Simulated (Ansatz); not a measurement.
**(PbS)1(AgBr)3 [001] superlattice, started as rocksalt type: from the cell to its phonons**

The cell of (PbS)1(AgBr)3 [001] superlattice, started as rocksalt type is at rest. What are its phonons?

Method: DFT LDA, scalar-relativistic, plane waves, PAW, in Ansatz 0.2.0.

The structure was built from a prototype and need not be the compound's stable phase.

**1. The structure**

The structure is tetragonal, space group P4/mmm (No. 123). The conventional cell has a = 4.022 Å, b = 4.022 Å, c = 11.208 Å, α = 90.00°, β = 90.00°, γ = 90.00°. Ag has 1 S at 2.57 Å and 5 Br at 2.87 to 3.03 Å nearest. Nearest to Ag lie 6 Br at 2.63 to 2.84 Å. Nearest to Br lie 5 Ag at 2.63 to 2.87 Å and 1 Pb at 2.97 Å. Nearest to Br lie 6 Ag at 2.84 to 3.03 Å. Nearest to Pb lie 4 S at 2.84 Å and 2 Br at 2.97 Å. Nearest to S lie 2 Ag at 2.57 Å and 4 Pb at 2.84 Å. Farther neighbours and most contacts between anions are not listed.

Structure file:

```cif
data_structure
_symmetry_space_group_name_H-M 'P 1'
_symmetry_Int_Tables_number 1
_cell_length_a 4.0223
_cell_length_b 4.0223
_cell_length_c 11.2082
_cell_angle_alpha 90.000
_cell_angle_beta 90.000
_cell_angle_gamma 90.000
_cell_volume 181.34
loop_
_atom_site_label
_atom_site_type_symbol
_atom_site_fract_x
_atom_site_fract_y
_atom_site_fract_z
_atom_site_occupancy
Ag1 Ag 0.50000 0.50000 0.22954 1
Ag2 Ag 0.00000 0.00000 0.50000 1
Ag3 Ag 0.50000 0.50000 0.77046 1
Br4 Br 0.00000 0.00000 0.26492 1
Br5 Br 0.50000 0.50000 0.50000 1
Br6 Br 0.00000 0.00000 0.73508 1
Pb7 Pb 0.00000 0.00000 0.00000 1
S8 S 0.50000 0.50000 0.00000 1
```

**2. Modes at Γ**

The cell comes from relaxations at this level that are not shown. The zone centre is the only wavevector solved here; it holds the modes that light can see, as far as symmetry allows. No field response is asked, since the mesh shows no gap.

File input.yaml:

```yaml
crystal:
  lattice:
    - [2.8442231338, 2.8442231338, 0.0]
    - [-2.8442231338, 2.8442231338, 0.0]
    - [0.0, 0.0, 11.2082140697]
  atoms:
    - { symbol: Ag, position: [0.5, 0.5, 0.2295367755] }
    - { symbol: Ag, position: [0.0, 0.0, 0.5] }
    - { symbol: Ag, position: [0.5, 0.5, 0.7704632245] }
    - { symbol: Br, position: [1.0, 0.0, 0.2649150142] }
    - { symbol: Br, position: [0.5, 0.5, 0.5] }
    - { symbol: Br, position: [1.0, 0.0, 0.7350849858] }
    - { symbol: Pb, position: [0.0, 0.0, 0.0] }
    - { symbol: S, position: [0.5, 0.5, 0.0] }
kpoints:
  mp_grid: { grid: [8, 8, 4] }
hamiltonian:
  xc: lda
scf:
  occupations: { method: methfessel_paxton, width: 0.15 }
output:
  eigenvalues: true
phonons:
  method: dfpt
```

Run with:

```bash
$ ansatz run input.yaml --threads 8 --pin off --max-ram 14336MiB --backend cpu --events-out ev --progress --plain --runs-dir out
```

Numbers of over 12 decimals in the logs are rounded to 6 here.

Output:

```text
zone centre: on kpoints.mp_grid the ground state, and the responses unless they are solved on pairs of k-points, stand on 63 of the mesh's 256 k-points, reduced under 4 symmetry operations, with k and −k counted as one. Each operation leaves every solved displacement unchanged or reverses it
Engine: ansatz 0.2.0, x86_64-unknown-linux-gnu
Pseudopotentials: kind: paw
Pseudopotential: Ag, paw, valence charge 19, recommended cutoff 420 eV (normal), Ag.paw.azcp
Pseudopotential: Br, paw, valence charge 7, recommended cutoff 420 eV (normal), Br.paw.azcp
Pseudopotential: Pb, paw, valence charge 14, recommended cutoff 420 eV (normal), Pb.paw.azcp
Pseudopotential: S, paw, valence charge 6, recommended cutoff 420 eV (normal), S.paw.azcp
Functional definition: SPW92
  exchange = slater_x
  correlation = pw_c
Crystal: 8 atoms, lattice volume = 181.340 Å³
Basis set: ecut = 420 eV, 3541 PW (Γ), exchange–correlation on 54×54×150 points (8 copies of the dense FFT grid, shifted against one another)
Bands: 59, of which v1, the nominal top of the filled ones, is band 49 counted from 1 (48 counted from 0)
Symmetry: 16 space group operations
k-points: 63 of 256 (irreducible under 4 space group operations, time reversal used)
Non-local potential: Ag, projectors of the file, l = 0: 3, l = 1: 2, l = 2: 2, l = 3: 1
Non-local potential: Br, projectors of the file, l = 0: 2, l = 1: 2, l = 2: 2
Non-local potential: Pb, projectors of the file, l = 0: 2, l = 1: 2, l = 2: 2, l = 3: 2
Non-local potential: S, projectors of the file, l = 0: 2, l = 1: 2, l = 2: 2
PAW form: soft (Blöchl's): semilocal exchange-correlation on the pseudo side does not see the compensation charge
PAW frozen core: Ag, regenerated for the run's functional, and the local potential with it (the file was generated under x = pbe(κ = 0.804, μ = 0.219515), c = pbe(β = 0.066725))
PAW frozen core: Br, regenerated for the run's functional, and the local potential with it (the file was generated under x = pbe(κ = 0.804, μ = 0.219515), c = pbe(β = 0.066725))
PAW frozen core: Pb, regenerated for the run's functional, and the local potential with it (the file was generated under x = pbe(κ = 0.804, μ = 0.219515), c = pbe(β = 0.066725))
PAW frozen core: S, regenerated for the run's functional, and the local potential with it (the file was generated under x = pbe(κ = 0.804, μ = 0.219515), c = pbe(β = 0.066725))
PAW one-centre angular grid: Ag, 590 points (default); XC on 64 Gauss nodes
PAW one-centre angular grid: Br, 110 points (default); XC on 64 Gauss nodes
PAW one-centre angular grid: Pb, 590 points (default); XC on 64 Gauss nodes
PAW one-centre angular grid: S, 110 points (default); XC on 64 Gauss nodes
Initial density: superposition of atomic densities (neutral atoms: chi_scale 0, normalization atom), corrected by the library's trained network
Initial wavefunctions: pseudopotential atomic-orbital guess
Functional: x = slater, c = lda
SCF iter   1: F=—  HF=-42930.325329 eV  |F-HF|=—  |Δ(HF+E_count)|=         —  Δρ=8.70e-3  dr2=1.28e-1  ethr=1.77e-3  ⟨swp⟩=7.9  Hψ=15572  notcnv=0  defer=1
preconditioner: auto → Resta (q_TF=auto, 2.462 Å⁻¹)  ε∞=5.9  [insulator: Δε(μ)=0.284 eV  Ē_g=10.754 eV  σ=0.150 eV  W_gap=0.52  n_scr=48 (ndim 8)  ℏωp=23.7 eV  f_vac=0.007  D(μ)=0.13/eV (n_scr^D=0)  ε∞_Penn≈5.9]
SCF iter   2: F=—  HF=-42930.295449 eV  |F-HF|=—  |Δ(HF+E_count)|=   2.99e-2  S|Δr|=    0.00e0  Δρ=3.32e-3  dr2=1.39e-2  ethr=1.30e-4  ⟨swp⟩=2.0  Hψ=6061  notcnv=0  defer=1
SCF iter   3: F=—  HF=-42930.291822 eV  |F-HF|=—  |Δ(HF+E_count)|=   3.63e-3  S|Δr|=    0.00e0  Δρ=1.43e-3  dr2=2.92e-3  ethr=1.42e-5  ⟨swp⟩=1.9  Hψ=3936  notcnv=0  defer=1
SCF iter   4: F=—  HF=-42930.291006 eV  |F-HF|=—  |Δ(HF+E_count)|=   8.15e-4  S|Δr|=    0.00e0  Δρ=2.10e-4  dr2=7.97e-5  ethr=2.98e-6  ⟨swp⟩=2.1  Hψ=5281  notcnv=0  defer=1
SCF iter   5: F=—  HF=-42930.291020 eV  |F-HF|=—  |Δ(HF+E_count)|=   1.42e-5  S|Δr|=    0.00e0  Δρ=6.89e-5  dr2=1.19e-5  ethr=8.13e-8  ⟨swp⟩=2.0  Hψ=5432  notcnv=0  defer=1
SCF iter   6: F=—  HF=-42930.291021 eV  |F-HF|=—  |Δ(HF+E_count)|=   8.31e-7  S|Δr|=    0.00e0  Δρ=2.58e-5  dr2=1.43e-6  ethr=1.22e-8  ⟨swp⟩=2.0  Hψ=5989  notcnv=0  defer=1
SCF iter   7: F=—  HF=-42930.291045 eV  |F-HF|=—  |Δ(HF+E_count)|=   2.36e-5  S|Δr|=    0.00e0  Δρ=1.15e-5  dr2=2.20e-7  ethr=1.46e-9  ⟨swp⟩=2.0  Hψ=6388  notcnv=0  defer=1
SCF iter   8: F=—  HF=-42930.291045 eV  |F-HF|=—  |Δ(HF+E_count)|=   4.61e-8  S|Δr|=    0.00e0  Δρ=2.55e-6  dr2=1.44e-8  ethr=2.24e-10  ⟨swp⟩=2.0  Hψ=5997  notcnv=0  defer=1
SCF iter   9: F=—  HF=-42930.291045 eV  |F-HF|=—  |Δ(HF+E_count)|=   1.70e-9  S|Δr|=    0.00e0  Δρ=6.68e-7  dr2=9.45e-10  ethr=1.47e-11  ⟨swp⟩=2.0  Hψ=5998  notcnv=0  defer=1
SCF iter  10: F=—  HF=-42930.291045 eV  |F-HF|=—  |Δ(HF+E_count)|=  7.28e-11  S|Δr|=    0.00e0  Δρ=1.50e-7  dr2=6.58e-11  ethr=1.00e-12  ⟨swp⟩=2.0  Hψ=5302  notcnv=0  defer=1
SCF iter  11: F=-42930.291045 eV  HF=-42930.291045 eV  |F-HF|=7.28e-12  |Δ(HF+E_count)|=  7.28e-12  S|Δr|=    0.00e0  Δρ=6.00e-8  dr2=9.52e-12  ethr=1.00e-12  ⟨swp⟩=13.0  Hψ=21749  notcnv=0
SCF 1 converged in 11 iterations: F = -42930.291045 eV  dr2 = 9.52e-12
  greatest PAW one-centre occupation: 1.002 electrons in one spin orbital (limit 2), on the Ag atom at site 2 (counted from 0), in its partial waves of l = 0
DFPT response loops at Γ: preconditioner auto → Kerker (q_TF=auto, 2.462 Å⁻¹) (partly filled bands, converged f_vac=0.005); β = 1.00, the filter's whole step (`scf.mixing.beta` (0.50) is not read by the response loops under this deck's `scf.mixing.preconditioner`; to damp them name `kerker` or `kerker_dos`, under which they read `scf.mixing.beta`, and type it under 1.00, their step now; both keys bind the ground state too); Broyden in place of MSR1
SCF converged after 11 iterations
Stability not checked: this state was not tested for a lower state beside it, because cold or Methfessel-Paxton smearing, or corrected tetrahedra, fill the levels in a way that the test cannot read (fill_not_monotonic; see scf.lower_state_search)
Free energy (F): -42930.291045 eV
Harris-Foulkes:  -42930.291045 eV  (|F-HF|=7.28e-12)
Internal energy: -42930.291027 eV  (E = F + TS)
E sigma→0 (E₀):  -42930.291040 eV
Entropy (-TS):   -0.000018 eV (-0.002 meV/atom)
Fermi energy:    9.616712 eV
--- Per-component energies (eV) ---
  E_band       = -1093.250204
  E_kinetic    = 2384.558642
  E_local      = -11097.881350  (includes V_loc(G=0)·N_el)
  E_nonlocal   = 868.208332
  E_hartree    = 4807.759279
  E_xc         = -1647.698498
  E_vxc        = -1236.498200  (∫ρ·V_xc dr)
  E_paw        = -28470.939815  (= ΣΔE_a)
  E_vpaw       = -1627.156774  (= ΣTr[D̂ρ^β])
  E_aug_tail   = 0.000845  (compensation charges beyond the density's cutoff)
  E_ewald      = -9777.167902
  E_core_change = 2.869440  (= ΣΔE_core)
  E_smearing   = -0.000018  (= −TS)
  E_closure    = -0.000000  (closes the sum)
  Σ components = -42930.291045   (vs F -42930.291045, Δ=0.00e0)
--- Band table (eV; the first three rows and the last of 63) ---
  k-point 0: bands = [... 45 lower, 7.1721, 7.1721, 7.1812, 7.4875, 9.5265, 11.6435, 11.8854, 12.7672, ... 6 higher]
  k-point 1: bands = [... 45 lower, 6.9997, 7.2147, 7.2147, 7.4594, 9.8790, 10.9292, 11.7381, 13.3246, ... 6 higher]
  k-point 2: bands = [... 45 lower, 6.8824, 7.2487, 7.2487, 7.4419, 10.5939, 10.6352, 10.8700, 13.9658, ... 6 higher]
  k-point 62: bands = [... 45 lower, 6.6710, 6.7842, 6.8892, 7.2709, 10.7330, 11.0950, 11.2342, 14.2207, ... 6 higher]
--- Phonons (Γ-DFPT): 12 representative perturbations + reference, on 63 of 256 k-points (Σ response iterations 41) ---
  k mesh reduced under 4 symmetry operations, with k and −k counted as one. Each operation leaves every solved displacement unchanged or reverses it
  ASR residual: 5.695e-5 → 0.000e0 eV/Å²; symmetrization residual: 8.362e-6 eV/Å²
  ASR residual per site (eV/Å²): 2.47e-5 8.85e-6 2.47e-5 5.69e-5 3.72e-5 5.69e-5 8.25e-6 4.34e-5
  Γ frequencies (cm⁻¹): 0.00 0.00 0.00 12.12 19.69 19.69 28.47 28.47 29.69 29.69 63.82 67.58 67.58 77.96 81.37 81.37 101.12 101.12 110.26 127.72 127.72 152.59 167.40 207.70
  non-analytic LO–TO correction: not included (Born effective charges unavailable; polar crystals: no LO–TO splitting at Γ)
```

Run time: 67 s. Hardware: 8 threads of Intel Xeon 6975P-C (Granite Rapids), shared host; peak memory 2.4 GiB; 8 min of CPU time.

In the SCF lines HF is the Harris–Foulkes energy and dr2 the Hartree energy of the density residual, in eV; the loop may stop once dr2 is under the threshold and the program's other checks hold. Hψ counts applications of the Hamiltonian.

Numbers from this step:

```yaml
volume_per_atom: 22.67 Å³
gap_on_the_k_mesh: 0 eV
sum_rule_residual_before_enforcement: 5.69e-5 eV/Å²
point_group: 4/mmm
highest_optical_mode_at_the_zone_centre_no_lo_to_term: 207.7 cm⁻¹
lowest_optical_zone_centre_mode: 12.12 cm⁻¹
```

Patterns of degenerate modes are one choice out of their space. The modes at Γ (shares of kinetic energy by element, %):

```tsv
mode	frequency (cm⁻¹)	symmetry	Ag %	Br %	Pb %	S %
1	0.0	acoustic	40	30	26	4
2	0.0	acoustic	40	30	26	4
3	0.0	acoustic	40	30	26	4
4	12.1	A2u	65	28	3	3
5	19.7	Eu	29	8	55	8
6	19.7	Eu	29	8	55	8
7	28.5	Eg	72	28	0	0
8	28.5	Eg	72	28	0	0
9	29.7	Eu	74	20	6	1
10	29.7	Eu	74	20	6	1
11	63.8	A2u	6	57	37	0
12	67.6	Eu	37	56	3	5
13	67.6	Eu	37	56	3	5
14	78.0	A1g	100	0	0	0
15	81.4	Eg	28	72	0	0
16	81.4	Eg	28	72	0	0
17	101.1	Eu	17	79	0	3
18	101.1	Eu	17	79	0	3
19	110.3	A2u	51	19	29	0
20	127.7	Eu	3	7	10	80
21	127.7	Eu	3	7	10	80
22	152.6	A1g	0	100	0	0
23	167.4	A2u	29	62	5	3
24	207.7	A2u	8	3	0	89
```

Displacements in mode 4 (12.1 cm⁻¹), the largest set to 1:
```
Ag1  0.00  0.00  1.00
Ag2  0.00  0.00 -0.38
Ag3  0.00  0.00  1.00
Br4  0.00  0.00 -0.48
Br5  0.00  0.00 -0.89
Br6  0.00  0.00 -0.48
Pb7  0.00  0.00 -0.22
S8   0.00  0.00  0.60
```

Displacements in mode 21 (127.7 cm⁻¹), the largest set to 1:
```
Ag1  0.00  0.07  0.00
Ag2  0.00 -0.02  0.00
Ag3  0.00  0.07  0.00
Br4  0.00 -0.13  0.00
Br5  0.00  0.04  0.00
Br6  0.00 -0.13  0.00
Pb7  0.00 -0.14  0.00
S8   0.01  1.00  0.00
```

Before it was imposed, the acoustic sum rule was missed by 5.7e-5 eV/Å². Small misses are needed for a sound result but don't prove that mesh and cutoff are converged. The lowest optical mode is real, 12.1 cm⁻¹.

**3. Isotope substitution, element Ag, natural mass 107.868 amu**

An isotope changes the mass and not the force constants, so no new electronic calculation is needed; the shifts show which modes move this element.

The same force constants with the mass of Ag changed from 107.868 to 108.905 u (phonopy, no LO-TO term). Both lists are sorted by frequency; levels can cross, so a row need not hold one and the same mode. Modes under 3 cm⁻¹ are left out. Isotope shifts, by row:

```tsv
q	rank	natural mass (cm⁻¹)	changed mass (cm⁻¹)
0 0 0	4	12.12	12.08
0 0 0	5	19.69	19.67
0 0 0	6	19.69	19.67
0 0 0	7	28.47	28.37
0 0 0	8	28.47	28.37
0 0 0	9	29.69	29.58
0 0 0	10	29.69	29.58
0 0 0	11	63.82	63.8
0 0 0	12	67.58	67.46
0 0 0	13	67.58	67.46
0 0 0	14	77.96	77.58
0 0 0	15	81.37	81.26
0 0 0	16	81.37	81.26
0 0 0	17	101.1	101
0 0 0	18	101.1	101
0 0 0	19	110.3	110
0 0 0	20	127.7	127.7
0 0 0	21	127.7	127.7
0 0 0	22	152.6	152.6
0 0 0	23	167.4	167.2
0 0 0	24	207.7	207.6
```

A mode of this element alone would shift by -0.48 %. The highest zone-centre frequency without the field goes from 207.7 to 207.6 cm⁻¹ (-0.0 %).

**4. Another isotope, element Br, natural mass 79.904 amu**

The same for Br, from 79.90 to 80.92 u.

The same force constants with the mass of Br changed from 79.904 to 80.916 u (phonopy, no LO-TO term). Both lists are sorted by frequency; levels can cross, so a row need not hold one and the same mode. Modes under 3 cm⁻¹ are left out. Isotope shifts, by row:

```tsv
q	rank	natural mass (cm⁻¹)	changed mass (cm⁻¹)
0 0 0	4	12.12	12.1
0 0 0	5	19.69	19.68
0 0 0	6	19.69	19.68
0 0 0	7	28.47	28.42
0 0 0	8	28.47	28.42
0 0 0	9	29.69	29.65
0 0 0	10	29.69	29.65
0 0 0	11	63.82	63.59
0 0 0	12	67.58	67.34
0 0 0	13	67.58	67.34
0 0 0	14	77.96	77.96
0 0 0	15	81.37	81
0 0 0	16	81.37	81
0 0 0	17	101.1	100.6
0 0 0	18	101.1	100.6
0 0 0	19	110.3	110.1
0 0 0	20	127.7	127.7
0 0 0	21	127.7	127.7
0 0 0	22	152.6	151.6
0 0 0	23	167.4	166.7
0 0 0	24	207.7	207.7
```

A mode of this element alone would shift by -0.63 %. The highest zone-centre frequency without the field goes from 207.7 to 207.7 cm⁻¹ (-0.0 %).

**5. Another isotope, element Pb, natural mass 207.2 amu**

The same for Pb, from 207.20 to 203.97 u.

The same force constants with the mass of Pb changed from 207.200 to 203.973 u (phonopy, no LO-TO term). Both lists are sorted by frequency; levels can cross, so a row need not hold one and the same mode. Modes under 3 cm⁻¹ are left out. Isotope shifts, by row:

```tsv
q	rank	natural mass (cm⁻¹)	changed mass (cm⁻¹)
0 0 0	4	12.12	12.12
0 0 0	5	19.69	19.78
0 0 0	6	19.69	19.78
0 0 0	7	28.47	28.47
0 0 0	8	28.47	28.47
0 0 0	9	29.69	29.7
0 0 0	10	29.69	29.7
0 0 0	11	63.82	64
0 0 0	12	67.58	67.59
0 0 0	13	67.58	67.59
0 0 0	14	77.96	77.96
0 0 0	15	81.37	81.37
0 0 0	16	81.37	81.37
0 0 0	17	101.1	101.1
0 0 0	18	101.1	101.1
0 0 0	19	110.3	110.5
0 0 0	20	127.7	127.8
0 0 0	21	127.7	127.8
0 0 0	22	152.6	152.6
0 0 0	23	167.4	167.5
0 0 0	24	207.7	207.7
```

A mode of this element alone would shift by +0.79 %. The highest zone-centre frequency without the field goes from 207.7 to 207.7 cm⁻¹ (+0.0 %).

**6. Isotope substitution, element S, natural mass 32.06 amu**

The same for S, from 32.06 to 33.97 u.

The same force constants with the mass of S changed from 32.060 to 33.968 u (phonopy, no LO-TO term). Both lists are sorted by frequency; levels can cross, so a row need not hold one and the same mode. Modes under 3 cm⁻¹ are left out. Isotope shifts, by row:

```tsv
q	rank	natural mass (cm⁻¹)	changed mass (cm⁻¹)
0 0 0	4	12.12	12.11
0 0 0	5	19.69	19.65
0 0 0	6	19.69	19.65
0 0 0	7	28.47	28.47
0 0 0	8	28.47	28.47
0 0 0	9	29.69	29.68
0 0 0	10	29.69	29.68
0 0 0	11	63.82	63.81
0 0 0	12	67.58	67.49
0 0 0	13	67.58	67.49
0 0 0	14	77.96	77.96
0 0 0	15	81.37	81.37
0 0 0	16	81.37	81.37
0 0 0	17	101.1	101
0 0 0	18	101.1	101
0 0 0	19	110.3	110.2
0 0 0	20	127.7	124.8
0 0 0	21	127.7	124.8
0 0 0	22	152.6	152.6
0 0 0	23	167.4	167.2
0 0 0	24	207.7	202.5
```

A mode of this element alone would shift by -2.85 %. The highest zone-centre frequency without the field goes from 207.7 to 202.5 cm⁻¹ (-2.5 %).

**7. Summary of results**

| Quantity | Value |
| --- | --- |
| space group (within 0.01 Å) | P4/mmm |
| volume per atom | 22.7 Å³ |
| electronic character | no gap on this mesh |
| highest optical mode at the zone centre (no LO-TO term) | 208 cm⁻¹ |
| lowest optical zone-centre mode | 12.1 cm⁻¹ |
| imaginary modes at Γ (the only wavevector solved) | none |

**Reading.** The structure is stable against zone-centre distortions, since no mode there is imaginary; other wavevectors were not solved, so zone-boundary instabilities are untested. The optical modes at Γ span 12 to 208 cm⁻¹. No dispersion was computed. The highest mode in this list at Γ, 207.7 cm⁻¹, is mostly motion of S (89 % of the kinetic energy). With no gap, or one that is small against the smearing, the frequencies hang on the k mesh and the smearing, most of all near Kohn anomalies. A semilocal functional can close a gap that the real compound would have, so the metallic treatment may be an artefact of the level. An optical mode within 15 cm⁻¹ of zero is at the mercy of small errors in the force constants, and even its sign is uncertain. Spin-orbit coupling is left out, which can matter for the heavy elements here. The starting cell was built on a prototype and not taken from a measurement, so the phase need not exist. These are harmonic frequencies at zero temperature: anharmonic shifts, linewidths and thermal expansion are left out.

[Logs are printed without paths, hosts, clocks, repeated set-up lines and the standing remarks that a program may print on its own settings, such as how far it seeks lower states.]

[Hosts, paths, dates, database ids (printed as entryN), source tags and the programs' standing remarks are cut or masked in the printed files.]
